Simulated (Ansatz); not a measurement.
## Random cubic perovskite alloy of BaHfO3 and BaTiO3 (135 atoms) under strain

How stiff is random cubic perovskite alloy of BaHfO3 and BaTiO3 (135 atoms), and how do its levels respond to strain?

Calculated with Ansatz 0.2.0; Kohn-Sham DFT, PBE, PAW (set soft_2), plane waves.

## Step 1: Set-up

The cell holds 135 atoms: 27 Ba, 18 Hf, 81 O and 9 Ti. Cell: a = 12.340 Å, b = 12.340 Å, c = 12.340 Å, α = 90.0°, β = 90.0°, γ = 90.0°. It derives from BaHfO3 (cubic perovskite) and BaTiO3, repeated 3×3×3. Cubic perovskite BaHfO3, 3 x 3 x 3 conventional cells, 9 of 27 Hf sites given to Ti at random (x = 0.333), lattice by Vegard's rule (cell 4.113, 4.113, 4.113, 90, 90, 90); not relaxed, displaced by a Gaussian of 0.02 Å.

Limits known from the start: Sampling is at Γ alone. No spin–orbit coupling is included, so levels derived from the heavy atoms are approximate.

## Step 2: Single point at the start

The forces at the start show how far the geometry lies from a minimum of this functional.

input.yaml reads:

```yaml
crystal:
  lattice:
    - [12.3399, 0.0, 0.0]
    - [0.0, 12.3399, 0.0]
    - [0.0, 0.0, 12.3399]
  atoms:
    - { symbol: Ba, position: [0.00142, 0.99953, 0.99587] }
    - { symbol: Hf, position: [0.16601, 0.16829, 0.16568] }
    - { symbol: O, position: [0.16468, 0.16623, 0.9997] }
    - { symbol: O, position: [0.00107, 0.16818, 0.16916] }
    - { symbol: O, position: [0.16414, 0.00033, 0.16819] }
    - { symbol: Ba, position: [0.99925, 0.00047, 0.33292] }
    - { symbol: Ti, position: [0.16795, 0.16686, 0.49902] }
    - { symbol: O, position: [0.16666, 0.16699, 0.33229] }
    - { symbol: O, position: [0.0018, 0.16597, 0.50039] }
    - { symbol: O, position: [0.16569, 0.99993, 0.50089] }
    - { symbol: Ba, position: [0.99769, 0.00088, 0.66662] }
    - { symbol: Hf, position: [0.16593, 0.16401, 0.83253] }
    - { symbol: O, position: [0.16866, 0.16742, 0.66622] }
    - { symbol: O, position: [0.99593, 0.16716, 0.83326] }
    - { symbol: O, position: [0.16496, 0.99844, 0.8329] }
    - { symbol: Ba, position: [0.99995, 0.33482, 0.99875] }
    - { symbol: Ti, position: [0.16738, 0.50152, 0.16691] }
    - { symbol: O, position: [0.16678, 0.50024, 0.00193] }
    - { symbol: O, position: [0.00356, 0.4998, 0.16301] }
    - { symbol: O, position: [0.16731, 0.33097, 0.16697] }
    - { symbol: Ba, position: [0.00044, 0.33266, 0.33284] }
    - { symbol: Hf, position: [0.16712, 0.49932, 0.49838] }
    - { symbol: O, position: [0.16674, 0.50062, 0.33139] }
    - { symbol: O, position: [0.99976, 0.49634, 0.50073] }
    - { symbol: O, position: [0.16362, 0.33144, 0.50061] }
    - { symbol: Ba, position: [0.99778, 0.33507, 0.66656] }
    - { symbol: Hf, position: [0.16481, 0.49921, 0.83246] }
    - { symbol: O, position: [0.16869, 0.49887, 0.66766] }
    - { symbol: O, position: [0.0035, 0.5003, 0.83268] }
    - { symbol: O, position: [0.16559, 0.33083, 0.83228] }
    - { symbol: Ba, position: [0.99942, 0.666, 0.99822] }
    - { symbol: Ti, position: [0.16421, 0.83564, 0.16696] }
    [... 97 atom lines left out ...]
    - { symbol: O, position: [0.83083, 0.66755, 0.50097] }
    - { symbol: Ba, position: [0.66672, 0.66903, 0.66563] }
    - { symbol: Hf, position: [0.83182, 0.83275, 0.83247] }
    - { symbol: O, position: [0.83194, 0.83227, 0.66599] }
    - { symbol: O, position: [0.6681, 0.83021, 0.8316] }
    - { symbol: O, position: [0.83265, 0.6647, 0.83253] }
kpoints:
  mp_grid: { grid: [1, 1, 1] }
hamiltonian:
  xc: pbe
scf:
  occupations: { method: fixed }
output:
  forces: true
```

On the command line:

```console
$ ansatz run input.yaml --threads 8 --pin off --max-ram 15872MiB --backend cpu --events-out ev --progress --plain --runs-dir out
```

Numbers of over 12 decimals in the logs are rounded to 6 here.

The program printed:

```text
[...]
Pseudopotentials: kind: paw
Pseudopotential: Ba, paw, valence charge 10, recommended cutoff 420 eV (normal), Ba.paw.azcp
Pseudopotential: Hf, paw, valence charge 26, recommended cutoff 420 eV (normal), Hf.paw.azcp
Pseudopotential: O, paw, valence charge 6, recommended cutoff 420 eV (normal), O.paw.azcp
Pseudopotential: Ti, paw, valence charge 12, recommended cutoff 420 eV (normal), Ti.paw.azcp
[...]
Crystal: 135 atoms, lattice volume = 1879.035 Å³
Basis set: ecut = 420 eV, 36785 PW (Γ), exchange–correlation on 180×180×180 points (8 copies of the dense FFT grid, shifted against one another)
Bands: 801, of which v1, the nominal top of the filled ones, is band 666 counted from 1 (665 counted from 0)
Symmetry: 1 space group operations
Space group: P1 (ITA 1), of the structure as read, at distance tolerance 1.2e-4 Å
k-points: 1
[...]
Initial density: superposition of atomic densities (neutral atoms: chi_scale 0, normalization atom), corrected by the library's trained network
Initial wavefunctions: pseudopotential atomic-orbital guess
[...]
SCF iter   1: F=—  HF=-512313.418883 eV  |F-HF|=—  |Δ(HF+E_count)|=         —  Δρ=3.21e-3  dr2=4.22e-1  ethr=1.77e-3  ⟨swp⟩=4.0  Hψ=2378  notcnv=0  defer=127
preconditioner: auto → Resta (q_TF=auto, 2.576 Å⁻¹)  ε∞=4.8  [insulator: Δε(μ)=2.424 eV  Ē_g=15.318 eV  n_scr=514 (ndim 8)  ℏωp=30.0 eV  f_vac=0.003  ε∞_Penn≈4.8]
[...]
SCF iter   9: F=—  HF=-512313.364371 eV  |F-HF|=—  |Δ(HF+E_count)|=   4.56e-7  Δρ=5.76e-6  dr2=5.15e-7  ethr=2.41e-10  ⟨swp⟩=2.0  Hψ=1322  notcnv=0  defer=126
SCF iter  10: F=-512313.364371 eV  HF=-512313.364371 eV  |F-HF|=1.32e-8  |Δ(HF+E_count)|=   2.22e-7  Δρ=2.30e-6  dr2=8.63e-8  ethr=7.51e-12  ⟨swp⟩=5.0  Hψ=2828  notcnv=0
SCF 1 converged in 10 iterations: F = -512313.364371 eV  dr2 = 8.63e-8
[...]
SCF converged after 10 iterations
Free energy (F): -512313.364371 eV
Harris-Foulkes:  -512313.364371 eV  (|F-HF|=1.32e-8)
Internal energy: -512313.364371 eV  (E = F + TS)
E sigma→0 (E₀):  -512313.364371 eV
Fermi energy:    11.192876 eV
--- Per-component energies (eV) ---
[...]
Σ components = -512313.364371   (vs F -512313.364371, Δ=0.00e0)
--- Forces (eV/Å), atoms counted from 1 ---
  atom   1  Ba     0.15819570    -0.17445998     0.16642834
  atom   2  Hf     0.21503728    -0.23447225     0.01987234
  atom   3  O      0.00030419    -0.10683557    -0.14122024
  atom   4  O     -0.53947627    -0.06694295     0.01072989
[...]
atom 135  O      0.21578948    -1.61124782    -0.05608449
  max |Σ_I F_I| component: 6.96e-5 eV/Å
```

It took 40 s on 8 threads of Arm Neoverse V1, shared host; peak memory 3.7 GiB.

In the SCF lines HF is the Harris–Foulkes energy and dr2 the Hartree energy of the density residual, in eV; the loop may stop once dr2 is under the threshold and the program's other checks hold. Hψ counts applications of the Hamiltonian.

The r.m.s. force at the start is 0.60 eV/Å.

## Step 3: Cell and atoms relaxed

The cell is relaxed with the atoms, since the starting lattice needn't suit this functional.

input.yaml reads:

```yaml
crystal:
  lattice:
    - [12.3399, 0.0, 0.0]
    - [0.0, 12.3399, 0.0]
    - [0.0, 0.0, 12.3399]
  atoms:
    [... the 135 atom lines of step 2 ...]
kpoints:
  mp_grid: { grid: [1, 1, 1] }
hamiltonian:
  xc: pbe
scf:
  occupations: { method: fixed }
output:
  forces: true
relax:
  f_tol: 0.05
  max_steps: 150
  cell: {}
```

The program printed:

```text
[...]
Crystal: 135 atoms, lattice volume = 1879.035 Å³
Basis set: ecut = 420 eV, 36785 PW (Γ), exchange–correlation on 180×180×180 points (8 copies of the dense FFT grid, shifted against one another)
Bands: 801, of which v1, the nominal top of the filled ones, is band 666 counted from 1 (665 counted from 0)
Symmetry: 1 space group operations
[...]
k-points: 1
[...]
SCF iter   1: F=—  HF=-512313.418885 eV  |F-HF|=—  |Δ(HF+E_count)|=         —  Δρ=3.21e-3  dr2=4.22e-1  ethr=1.77e-3  ⟨swp⟩=4.0  Hψ=2378  notcnv=0  defer=127
[...]
SCF iter   9: F=—  HF=-512313.364371 eV  |F-HF|=—  |Δ(HF+E_count)|=   4.56e-7  Δρ=5.76e-6  dr2=5.15e-7  ethr=2.41e-10  ⟨swp⟩=2.0  Hψ=1322  notcnv=0  defer=126
SCF iter  10: F=-512313.364371 eV  HF=-512313.364371 eV  |F-HF|=1.36e-8  |Δ(HF+E_count)|=   2.22e-7  Δρ=2.30e-6  dr2=8.63e-8  ethr=7.51e-12  ⟨swp⟩=5.0  Hψ=2828  notcnv=0
SCF 1 converged in 10 iterations: F = -512313.364371 eV  dr2 = 8.63e-8
[...]
relax step   1: F+E_penalty+E_count = -512313.36437109 eV  Δ(F+E_penalty+E_count) = +0.000e0 eV  max|allowed force component| = 2.509e0 eV/Å  Δτ_max = 0.0000 Å  P = +4.847 GPa  Ω = 1879.035 Å³  (10 SCF iters, dr2 threshold 1.00e-7 eV, accepted)
[... from here on, the SCF cycles and remarks between the steps are left out ...]
relax step   2: F+E_penalty+E_count = -512315.32034049 eV  Δ(F+E_penalty+E_count) = -1.956e0 eV  max|allowed force component| = 1.183e0 eV/Å  Δτ_max = 0.1954 Å  P = -2.200 GPa  Ω = 1952.634 Å³  energy of the carried Pulay correction = -2.312e-1 eV  (10 SCF iters, dr2 threshold 1.35e-5 eV, accepted)
relax step   3: F+E_penalty+E_count = -512316.86924394 eV  Δ(F+E_penalty+E_count) = -1.549e0 eV  max|allowed force component| = 1.262e0 eV/Å  Δτ_max = 0.1645 Å  P = +0.326 GPa  Ω = 1927.811 Å³  energy of the carried Pulay correction = -1.542e-1 eV  (9 SCF iters, dr2 threshold 1.35e-5 eV, accepted)
relax step   4: F+E_penalty+E_count = -512317.37777104 eV  Δ(F+E_penalty+E_count) = -5.085e-1 eV  max|allowed force component| = 2.234e-1 eV/Å  Δτ_max = 0.1133 Å  P = +0.042 GPa  Ω = 1937.621 Å³  energy of the carried Pulay correction = -1.848e-1 eV  (9 SCF iters, dr2 threshold 1.35e-5 eV, accepted)
relax step   5: F+E_penalty+E_count = -512317.44264043 eV  Δ(F+E_penalty+E_count) = -6.487e-2 eV  max|allowed force component| = 6.498e-2 eV/Å  Δτ_max = 0.0450 Å  P = +0.061 GPa  Ω = 1937.776 Å³  energy of the carried Pulay correction = -1.852e-1 eV  (8 SCF iters, dr2 threshold 3.12e-6 eV, accepted)
relax step   6: F+E_penalty+E_count = -512317.44319566 eV  Δ(F+E_penalty+E_count) = -5.552e-4 eV  max|allowed force component| = 1.728e-2 eV/Å  Δτ_max = 0.0182 Å  P = -0.014 GPa  Ω = 1939.358 Å³  energy of the carried Pulay correction = -1.901e-1 eV  (8 SCF iters, dr2 threshold 2.64e-7 eV, accepted)
relax step   7: F+E_penalty+E_count = -512317.67351004 eV  Δ(F+E_penalty+E_count) = -2.303e-1 eV  max|allowed force component| = 1.834e-2 eV/Å  Δτ_max = 0.0000 Å  P = +0.211 GPa  Ω = 1939.358 Å³  stress off target by 3.00e-1 GPa  SCF on the basis re-selected at this cell (its energy is not comparable with the rows above)  (8 SCF iters)
relax step   8: F+E_penalty+E_count = -512317.66667077 eV  Δ(F+E_penalty+E_count) = +6.839e-3 eV  max|allowed force component| = 7.224e-3 eV/Å  Δτ_max = 0.0045 Å  P = +0.017 GPa  Ω = 1942.306 Å³  energy of the carried Pulay correction = -9.784e-3 eV  (8 SCF iters, dr2 threshold 2.25e-7 eV, accepted)
relax step   9: F+E_penalty+E_count = -512317.68126246 eV  Δ(F+E_penalty+E_count) = -1.459e-2 eV  max|allowed force component| = 7.182e-3 eV/Å  Δτ_max = 0.0000 Å  P = +0.022 GPa  Ω = 1942.306 Å³  stress off target by 3.06e-2 GPa  SCF on the basis re-selected at this cell (its energy is not comparable with the rows above)  (6 SCF iters)
[...]
SCF converged after 6 iterations
Free energy (F): -512317.681262 eV
[...]
Internal energy: -512317.681262 eV  (E = F + TS)
E sigma→0 (E₀):  -512317.681262 eV
Fermi energy:    10.604608 eV
[...]
Σ components = -512317.681262   (vs F -512317.681262, Δ=0.00e0)
--- Forces (eV/Å), atoms counted from 1 ---
  atom   1  Ba    -0.00031590    -0.00036441     0.00123103
  atom   2  Hf    -0.00100373    -0.00375916    -0.00089128
  atom   3  O      0.00156728     0.00144953    -0.00192436
  atom   4  O      0.00068428     0.00039286     0.00042766
[...]
atom 135  O      0.00040884     0.00134977     0.00087522
  max |Σ_I F_I| component: 4.25e-5 eV/Å
--- Stress (GPa, compression-positive) ---
        0.030621       0.000128       0.000312
        0.000128       0.014601      -0.000190
        0.000312      -0.000190       0.019563
  P = ⅓ Tr σ = 0.0216 GPa (0.216 kbar)
--- Relaxed structure (7 steps of the walk, 7 accepted, 2 SCFs on fresh bases) ---
  F+E_penalty+E_count = -512317.68126246 eV   max|allowed force component| = 7.182e-3 eV/Å   (the final SCF, on the basis selected at the relaxed cell)
  cell:  # Å, volume = 1942.3057 Å³
    - [12.603138, -0.00810573, 1.7116446529022596e-5]
    - [-0.00810573, 12.396505, -0.00133855]
    - [1.7116446529022596e-5, -0.00133855, 12.431966]
  atoms:
    - { symbol: Ba, position: [-0.00149988, 1.000458, 0.997637] }
    - { symbol: Hf, position: [0.164381, 0.171278, 0.167775] }
    - { symbol: O, position: [0.167770, 0.160689, 1.001038] }
    - { symbol: O, position: [0.00153982, 0.163869, 0.171319] }
[...]
- { symbol: O, position: [0.838230, 0.660638, 0.831901] }
```

Elapsed: 5.8 min, on 8 threads; peak memory 3.9 GiB; 44 min of CPU time.

The relaxation converged after 7 steps, with a largest force component of 0.0072 eV/Å.

(Part 1 of 3 ends here.)

[Logs are printed without paths, hosts, clocks, repeated set-up lines and the standing remarks that a program may print on its own settings, such as how far it seeks lower states.]

[Hosts, paths, dates, database ids (printed as entryN), source tags and the programs' standing remarks are cut or masked in the printed files.]
